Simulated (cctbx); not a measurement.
**Symmetry from intensities**

Cell: a = 3.8920 Å, b = 5.4440 Å, c = 11.5380 Å, α = 90.00°, β = 90.00°, γ = 90.00°. Expected content of the cell: Ni2 V4 S6.

The data are simulated with cctbx, not measured: Mo Kα, λ = 0.71073 Å, to d = 0.77 Å, 80 % of the full sphere, strongest reflection 70000 counts, noise from counting, a 1.5 % proportional error and a noise floor of 4 counts (s.d.); no absorption.

A first pass over the reflections prints:

```text
1807 reflections to d = 0.771 A
centring   violations  <I/sigma> of those
    A        355 of   907      9.0
    B        298 of   917      5.3
    C        355 of   898      9.3
    I          0 of   896     -0.0
    R        496 of  1221      9.3
    F        504 of  1361      7.8
Laue class    unique    Rint  (classes that these axes allow; Friedel mates merged)
I 1 2/m 1         304   0.016
I 1 1 2/m         291   0.016
I 2/m 1 1         314   0.014
I m m m           182   0.016
space group    extra absences  I>4sigma  <I/sigma>
I 2 2 2                 0          0         -  acentric
I 21 21 21              0          0         -  acentric
I m m 2                 0          0         -  acentric
I 2 m m                 0          0         -  acentric
I m 2 m                 0          0         -  acentric
I m m m                 0          0         -  centric
Wilson B = 2.64 A^2   <|E^2-1|> = 1.164 (0.968 centric, 0.736 acentric)   E^2>4: 6.6 %
shell (A)         n   <I/sigma>
 5.77 - 1.53     31     52.0
 1.53 - 1.22     24     35.5
 1.22 - 1.07     18     64.4
 1.07 - 0.97     23     22.3
 0.97 - 0.90     28     37.6
 0.90 - 0.85     19     30.1
 0.85 - 0.81     20     33.9
 0.81 - 0.77     19     24.3
```

**Question.** What are the lattice type, the Laue class and the likely space group?

The reflections that I centring forbids are absent (⟨I/σ⟩ near 0), so the lattice is I.

Rint stays low (0.014 to 0.016) up to I m m m, the highest class in these axes.

6 settings pass the absence test. No glide or screw absences show, which leaves I 2 2 2, I 21 21 21, I m m 2, I 2 m m, I m 2 m and I m m m.

⟨|E²−1|⟩ = 1.164 is above even the centric ideal, a mark of pseudo-translation (a class of systematically weak reflections). The Wilson B of 2.64 Å² means U ≈ 0.0334 Å².

The true group is Immm (no. 71), Laue class mmm, centrosymmetric. The tables only narrow the choice to the tied entries; cell content, site symmetry and trial solutions must settle it.

The model was made for the exercise: a known structure type with other elements put in, its volume estimated, not relaxed; displacement parameters are assumed.

[Logs are printed without paths, hosts, clocks, repeated set-up lines and the standing remarks that a program may print on its own settings, such as how far it seeks lower states.]
